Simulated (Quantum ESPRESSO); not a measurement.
Entries from a set of simulations; values are calculated unless marked as measured.

## Collinear magnetic orders of two Fe on Si sites of Si, 3.84 Å apart with Quantum ESPRESSO

The cell holds 16 atoms: 2 Fe and 14 Si. Its edges and angles: a = 7.681 Å, b = 7.681 Å, c = 7.681 Å, α = 60.0°, β = 60.0°, γ = 60.0°. It derives from Si.

| Item | Value |
| --- | --- |
| method | PBE; plane waves with GBRV 1.5 PBE potentials, no spin-orbit coupling (and 1 further level or step) |
| program | Quantum ESPRESSO 7.5 |
| settings of one run | GBRV 1.5 PBE, potential files Si: si_pbe_v1.uspp.F.UPF, Fe: fe_pbe_v1.5.uspp.F.UPF, cutoff 544.23 eV, 4×4×4 k-mesh, 64 bands, fermi-dirac occupations, smearing width 0.05 eV, collinear spin, SCF threshold 3.20e-8, mesh matched on, starting moments on Fe, summing to 7 μB |
| cost | 2 runs, 6.3 min in all on 4 MPI ranks of AMD EPYC 7B13 (Zen 3), shared host (the runs of this entry) |
| notes | The run is spin-polarised, with a total moment of 4.24 μB a cell (absolute 5.43). Only these 2 starts were compared; other wavevectors, canted and longer-period orders were not. The cell was built by rule and the atoms were not relaxed, which can move these energies. |
| lowest state found | ferromagnetic (from ferro ++) |
| largest site moment | 2.16 μB |
| next state with moments | antiferromagnetic, 1.71 meV a seeded atom higher |

The two lowest states lie so close that the mesh, the smearing, the functional or spin–orbit coupling could swap them. The smearing terms TS of the orders run from 36 to 40 meV a seeded atom, so the differences would change at a smaller width: an order with a larger TS is lowered more by the smearing.

[Hosts, paths, dates, database ids (printed as entryN), source tags and the programs' standing remarks are cut or masked in the printed files.]

[Where a cell is said to come from a database of computed structures, the database is the Materials Project.]
